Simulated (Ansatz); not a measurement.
# Relaxing AlP(110) slab, H on both faces (192 atoms), part 2 of 2

How does AlP(110) slab, H on both faces (192 atoms) relax, and what do bonds, charges and levels look like afterwards?

Ansatz 0.2.0; Kohn-Sham DFT, PBE, PAW (set soft_2), plane waves.

The cell: 48 Al, 48 P and 96 H. Caps of real hydrogen don't mimic the fractional bonds of a polar compound. Sampling is at Γ alone, for a cell whose shortest periodic width is 22 Å.

So far. Step 3 (Relaxation): The relaxation changed the energy by -18.6 meV/atom, and atoms moved by 0.12 Å r.m.s., 0.18 Å at most.

### 5. Single point at the relaxed geometry

The electronic structure is read at the final geometry, in a run of its own.

Contents of input.yaml:

```yaml
crystal:
  lattice:
    - [23.17755, 0.0, 0.0]
    - [0.0, 21.852, 0.0]
    - [0.0, 0.0, 16.51159]
  atoms:
    - { symbol: Al, position: [0.9165, 0.13579, 0.43387] }
    - { symbol: P, position: [0.9999, 0.07272, 0.44693] }
    - { symbol: Al, position: [0.99983, 0.01057, 0.56657] }
    - { symbol: P, position: [0.91653, 0.19762, 0.55386] }
    - { symbol: Al, position: [0.08315, 0.13594, 0.43412] }
    - { symbol: P, position: [0.16655, 0.07284, 0.44678] }
    - { symbol: Al, position: [0.16665, 0.01088, 0.56659] }
    - { symbol: P, position: [0.08321, 0.19774, 0.5541] }
    - { symbol: Al, position: [0.91653, 0.38602, 0.43391] }
    - { symbol: P, position: [0.99976, 0.32273, 0.4469] }
    - { symbol: Al, position: [0.99981, 0.26084, 0.5668] }
    - { symbol: P, position: [0.91656, 0.44782, 0.55385] }
    - { symbol: Al, position: [0.24984, 0.13604, 0.4339] }
    - { symbol: P, position: [0.33322, 0.07286, 0.44657] }
    - { symbol: Al, position: [0.33326, 0.01093, 0.56643] }
    - { symbol: P, position: [0.24986, 0.19784, 0.55385] }
    - { symbol: Al, position: [0.08306, 0.38595, 0.43399] }
    - { symbol: P, position: [0.16637, 0.32271, 0.44667] }
    - { symbol: Al, position: [0.16651, 0.26099, 0.56669] }
    - { symbol: P, position: [0.08325, 0.44782, 0.55388] }
    - { symbol: Al, position: [0.91651, 0.63575, 0.43305] }
    - { symbol: P, position: [0.99986, 0.57267, 0.44653] }
    - { symbol: Al, position: [0.99988, 0.51098, 0.56664] }
    - { symbol: P, position: [0.9166, 0.69774, 0.55284] }
    - { symbol: Al, position: [0.41659, 0.13595, 0.43344] }
    - { symbol: P, position: [0.50002, 0.07295, 0.44662] }
    - { symbol: Al, position: [0.50004, 0.01081, 0.5663] }
    - { symbol: P, position: [0.41654, 0.19769, 0.55347] }
    - { symbol: Al, position: [0.24975, 0.38579, 0.43363] }
    - { symbol: P, position: [0.33311, 0.3226, 0.44649] }
    - { symbol: Al, position: [0.33327, 0.26091, 0.56659] }
    - { symbol: P, position: [0.24977, 0.44759, 0.5536] }
    [... 154 atom lines left out ...]
    - { symbol: H, position: [0.66653, 0.80398, 0.64395] }
    - { symbol: H, position: [0.58312, 0.90808, 0.62158] }
    - { symbol: H, position: [0.74976, 0.92921, 0.35562] }
    - { symbol: H, position: [0.83329, 0.78346, 0.37676] }
    - { symbol: H, position: [0.83335, 0.80436, 0.64326] }
    - { symbol: H, position: [0.74983, 0.90801, 0.62204] }
kpoints:
  mp_grid: { grid: [1, 1, 1] }
hamiltonian:
  xc: pbe
scf:
  occupations: { method: fermi_dirac, width: 0.05 }
output:
  forces: true
  populations: true
  dos:
    method: { smearing: { sigma: 0.08 } }
    de: 0.1
    projected: { site_lists: { Al: [Al], H: [H], P: [P] } }
  eigenvalues: true
  write_density: true
  write_potential: true
  volumetric_format: npy
```

Launch:

```sh
ansatz run input.yaml --threads 8 --pin off --max-ram 15872MiB --backend cpu --events-out ev --progress --plain --runs-dir out
```

Numbers of over 12 decimals in the logs are rounded to 6 here.

Log:

```text
[...]
Crystal: 192 atoms, lattice volume = 8362.721 Å³
Basis set: ecut = 420 eV, 163479 PW (Γ), exchange–correlation on 320×300×240 points (8 copies of the dense FFT grid, shifted against one another)
Bands: 432, of which v1, the nominal top of the filled ones, is band 240 counted from 1 (239 counted from 0)
Symmetry: 1 space group operations
[...]
k-points: 1
[...]
SCF iter   1: F=—  HF=-63628.118727 eV  |F-HF|=—  |Δ(HF+E_count)|=         —  Δρ=1.59e-3  dr2=3.65e-1  ethr=1.77e-3  ⟨swp⟩=9.0  Hψ=2730  notcnv=0  defer=62
[...]
SCF iter   8: F=-63628.166060 eV  HF=-63628.166060 eV  |F-HF|=4.34e-8  |Δ(HF+E_count)|=   9.00e-7  Δρ=4.34e-7  dr2=3.58e-8  ethr=2.08e-11  ⟨swp⟩=38.0  Hψ=5518  notcnv=0
SCF 1 converged in 8 iterations: F = -63628.166060 eV  dr2 = 3.58e-8
[...]
WARN: The output density's exchange-correlation potential varies sharply where the density is thin. Do not read a vacuum level from v_tot or v_xc, or from such a field of the output density. On a cell that repeats whose density bears no net charge and no dipole along the vacuum's axis use v_es (v_loc + v_h of the components); [...]
SCF converged after 8 iterations
Free energy (F): -63628.166060 eV
[...]
Internal energy: -63628.166060 eV  (E = F + TS)
E sigma→0 (E₀):  -63628.166060 eV
Fermi energy:    -1.519475 eV
[...]
--- Forces (eV/Å), atoms counted from 1 ---
  atom   1  Al     0.00185224     0.00826660     0.00790490
  atom   2  P     -0.00522570     0.00381013    -0.01151159
  atom   3  Al     0.00705199     0.01478923     0.01148641
  atom   4  P     -0.00308776     0.00706064     0.00094836
  atom   5  Al     0.00909998     0.01650098     0.00088012
  atom   6  P     -0.00219906     0.00476229    -0.00912038
  atom   7  Al    -0.00012217     0.01357709    -0.00133756
  atom   8  P     -0.00029544     0.00823029     0.00067973
  atom   9  Al    -0.00110654     0.00775810    -0.00736501
  atom  10  P      0.00428091     0.00310753    -0.00380379
  atom  11  Al     0.00174506     0.01278527     0.00916912
  atom  12  P     -0.00670436     0.00479857     0.00460314
  atom  13  Al     0.00300629     0.00856474    -0.00697194
  atom  14  P      0.00035706     0.00338994    -0.00981368
[...]
atom 191  H     -0.00310807    -0.00205870     0.00929841
  atom 192  H      0.00062235    -0.00821851    -0.01954627
  max |Σ_I F_I| component: 4.58e-4 eV/Å
--- Band table (eV) ---
[...]
--- Löwdin populations: 192 sites ---
  site symbol       q [e]
     0     Al      2.5775
     1      P      5.1790
     2     Al      2.5776
[...]
191      H      0.9372
  spilling = 0.012598 (of n_electrons = 480.000000)
```

Run time: 87 s. Hardware: 8 threads of Arm Neoverse V2, shared host; peak memory 9.5 GiB; 11 min of CPU time.

The program notes that the exchange-correlation potential is rough where the density is thin.

The run gave:

```
free energy                                      : -63628.1661 eV
free energy per atom                             : -331.3967 eV/atom
SCF cycles                                       : 8
r.m.s. force component                           : 0.00831 eV/Å
longest force                                    : 0.02632 eV/Å
Fermi energy                                     : -1.519 eV
gap (highest filled to lowest empty level) : 3.157 eV
potential in mid-vacuum, over the Fermi level    : 4.256 eV
potential 4.5 Å over the upper face              : 4.255 eV
potential 4.5 Å under the lower face             : 4.255 eV
spilling of the projection                       : 0.0126
```

Löwdin charges by element (they lack the spilled electrons, 0.031 e an atom on average):

```csv
element,coordination,atoms,mean charge (e),spread,least,most
Al,all,48,0.422,3.0e-4,0.422,0.423
H,all,96,-0.0587,0.121,-0.180,0.0629
P,all,48,-0.179,2.0e-4,-0.179,-0.179
```

By region:

```csv
region,atoms,mean length of the force (eV/Å)
slab,96,0.011
hydrogen,96,0.015
```

Density of states as counts of states in windows of 1 eV (from the Fermi level), total and the larger projections:

```csv
from (eV),to (eV),total,P p,Al p,H s,Al s,P s
-13,-12,18.3,0.2,2.3,2.6,3.3,9.9
-12,-11,77.7,1.2,12.9,12.2,4.2,46.5
-11,-7,0.0,0.0,0.0,0.0,0.0,0.0
-7,-6,96.0,43.4,3.2,21.6,26.3,0.3
-6,-5,38.6,20.5,5.8,8.5,1.4,1.8
-5,-4,57.9,21.8,9.2,17.5,5.0,3.4
-4,-3,77.3,36.2,22.6,15.9,0.9,0.8
-3,-2,108.2,56.6,25.4,23.4,0.5,0.8
-2,-1,6.0,5.0,0.9,0.0,0.0,0.0
-1,1,0.0,0.0,0.0,0.0,0.0,0.0
1,2,16.6,1.5,7.6,1.5,1.7,2.3
2,3,114.9,16.7,37.9,19.2,8.5,10.4
3,4,119.9,19.0,34.9,15.1,11.1,6.6
```

The curve was stored every 0.100 eV, coarse against its broadening of 0.08 eV, so these counts are rough.

The levels nearest the highest filled one (over half full), pooled over k-points and spins:

```csv
level less the highest filled one (eV),occupation
-0.760,2
-0.623,2
-0.622,2
-0.193,2
-0.192,2
0,2
3.16,0
3.29,0
3.29,0
3.32,0
3.32,0
3.40,0
```

Planar average of the electrostatic potential energy along the normal, with the Fermi level as zero, after a running mean with a triangular window 4 Å wide at its base:

```csv
height (Å),potential energy (eV)
0.0,4.26
0.4,4.26
1.0,4.26
1.4,4.26
1.9,4.26
2.3,4.25
2.8,4.25
3.3,4.24
3.7,4.20
4.3,3.99
4.7,3.63
5.1,2.99
5.6,1.53
6.1,0.14
6.6,-1.65
7.0,-2.80
7.4,-3.63
8.0,-4.05
8.4,-4.07
8.9,-3.81
9.4,-3.12
9.8,-2.05
10.3,-0.33
10.7,1.08
11.3,2.69
11.7,3.45
12.1,3.89
12.7,4.17
13.1,4.23
13.6,4.25
14.0,4.25
14.4,4.26
15.0,4.26
15.4,4.26
16.0,4.26
16.4,4.26
```

Valence density in the cb plane at fractional x = 0.000, with atoms of P and Al and H within 0.2 Å of it. It is the smooth field of the valence electrons, not physical close to the nuclei.

Ten steps, logarithmic in the rise over the least value, from '0' (0.0 e/Å³) to '9' (1.1 e/Å³), each cell a mean:
```
00000000000000012222334555543210000000000000
00000000000000011122223444321000000000000000
00000000000000113455543221111000000000000000
00000000000000135788886533344421000000000000
00000000000001368997898766799853100000000000
00000000000001368877777644677642000000000000
00000000000000112222334555543210000000000000
00000000000000011122223444321000000000000000
00000000000000113455543221111000000000000000
00000000000000135788886533344421000000000000
00000000000001368997898766789853100000000000
00000000000001368877777644677642000000000000
00000000000000012222334555543210000000000000
00000000000000011122223444321000000000000000
00000000000000012455543221111000000000000000
00000000000000135788886533344421000000000000
00000000000001368997898766789853100000000000
00000000000001368877777644677642000000000000
00000000000000012222334555543210000000000000
00000000000000011122223444321000000000000000
00000000000000012455543221111000000000000000
00000000000000135788886533344421000000000000
00000000000001368997898766789853100000000000
00000000000001368877777644677642000000000000
```
Columns run along c (16.5 Å), rows up along b (21.9 Å). Atoms in or near the plane, at fractional coordinates: P at (0.45, 0.07), Al at (0.57, 0.01), P at (0.45, 0.32), Al at (0.57, 0.26), P at (0.45, 0.57), Al at (0.57, 0.51), P at (0.45, 0.82), Al at (0.57, 0.76), H at (0.38, 0.03), H at (0.64, 0.05), H at (0.38, 0.28), H at (0.64, 0.30), H at (0.38, 0.53), H at (0.64, 0.55) and more.

Electrostatic potential energy in the cb plane at fractional x = 0.000, with atoms of P and Al and H within 0.2 Å of it. With pseudopotentials it is smooth inside the atoms' cores, unlike the true potential.

Ten even steps from '0' (-23 eV) to '9' (3 eV), each cell a mean:
```
99999999999999999999987433368999999999999999
99999999999999999999999988999999999999999999
99999999999999999988889999999999999999999999
99999999999999998621136899999999999999999999
99999999999999985200015655651499999999999999
99999999999999973477775145237999999999999999
99999999999999999999987433468999999999999999
99999999999999999999999998999999999999999999
99999999999999999988889999999999999999999999
99999999999999998621136899999999999999999999
99999999999999985200015655651499999999999999
99999999999999973476775145237899999999999999
99999999999999999999987433368999999999999999
99999999999999999999999988999999999999999999
99999999999999999988889999999999999999999999
99999999999999998621126899999999999999999999
99999999999999985200015655651499999999999999
99999999999999974477775135237899999999999999
99999999999999999999987433368999999999999999
99999999999999999999999998999999999999999999
99999999999999999988889999999999999999999999
99999999999999998621126899999999999999999999
99999999999999985200015655651499999999999999
99999999999999973477775145237899999999999999
```
Columns run along c (16.5 Å; values clipped at the 3rd and 97th percentile), rows up along b (21.9 Å). Atoms in or near the plane, at fractional coordinates: P at (0.45, 0.07), Al at (0.57, 0.01), P at (0.45, 0.32), Al at (0.57, 0.26), P at (0.45, 0.57), Al at (0.57, 0.51), P at (0.45, 0.82), Al at (0.57, 0.76), H at (0.38, 0.03), H at (0.64, 0.05), H at (0.38, 0.28), H at (0.64, 0.30), H at (0.38, 0.53), H at (0.64, 0.55) and more.

Mean Löwdin charges: Al +0.42, H -0.06, P -0.18 e (they miss 1.3 % of the electrons, so they add up to more than the cell's charge). Charges this small depend on the projection, at times even in sign. The largest share in the top eV of filled states is P p (62 % of the projected weight), and in the lowest eV of empty states Al p (42 % of the projected weight). The potential stands 5.83 eV above the highest filled level over the upper face and 5.83 eV under the lower one, a reading of the ionisation potential at this level.

Local excerpt of 8 atoms (numbers count through the whole input) about Al11, picked at random; x, y, z are measured from there.

```csv
atom,x,y,z,distance (Å),bonds,Löwdin charge (e)
Al11,0.00,0.00,0.00,0.00,4,0.42
H107,0.00,0.95,1.28,1.60,1,-0.18
P4,-1.93,-1.38,-0.21,2.38,4,-0.18
P8,1.93,-1.38,-0.21,2.38,4,-0.18
P10,0.00,1.35,-1.98,2.40,4,-0.18
H100,-1.93,-2.24,0.93,3.10,1,0.06
H104,1.93,-2.23,0.93,3.10,1,0.06
H106,0.00,0.50,-3.12,3.16,1,0.06
```

The column of bonds counts only the pairs H-Al within 1.95 Å, H-P within 1.78 Å, Al-P within 2.77 Å; other neighbours, such as metal atoms beside each other in a compound, aren't counted, and periodic images can show an atom twice.

### 6. Summary of results

```yaml
energy_change_in_the_relaxation: -18.58 meV/atom
r_m_s_displacement: 0.122 Å
largest_displacement: 0.18 Å
free_energy_per_atom: -331.3967 eV/atom
r_m_s_force_component: 0.00831 eV/Å
spacing_of_highest_filled_and_lowest_empty_level: 3.157 eV
potential_in_mid_vacuum_over_the_fermi_level: 4.256 eV
wall_time_of_the_3_dft_runs: 4.8 min
```

What this shows: Relaxation lowers the energy by 18.6 meV/atom and moves atoms by 0.12 Å r.m.s.; the r.m.s. force component goes from 0.39 to 0.0083 eV/Å, and the gap from 3.26 to 3.16 eV. By the final cutoffs no bond was broken or made. From the first step to the last the energy fell by 3.568 eV, and the largest move was 0.18 Å (H105, with 1 other atom within 2 % of it). The Al-P bonds go from 2.367 Å (spread 0.028) to 2.388 Å (spread 0.007). With the cutoffs above, all Al atoms have 4, all H atoms have 1 and all P atoms have 4 bonded neighbours. The highest filled and lowest empty levels differ by 3.16 eV (at Γ alone); a semilocal functional tends to put such gaps too low. The potential stands 5.83 eV above the highest filled level over the upper face and 5.83 eV under the lower one, a reading of the ionisation potential at this level.

[Logs are printed without paths, hosts, clocks, repeated set-up lines and the standing remarks that a program may print on its own settings, such as how far it seeks lower states.]

[Hosts, paths, dates, database ids (printed as entryN), source tags and the programs' standing remarks are cut or masked in the printed files.]
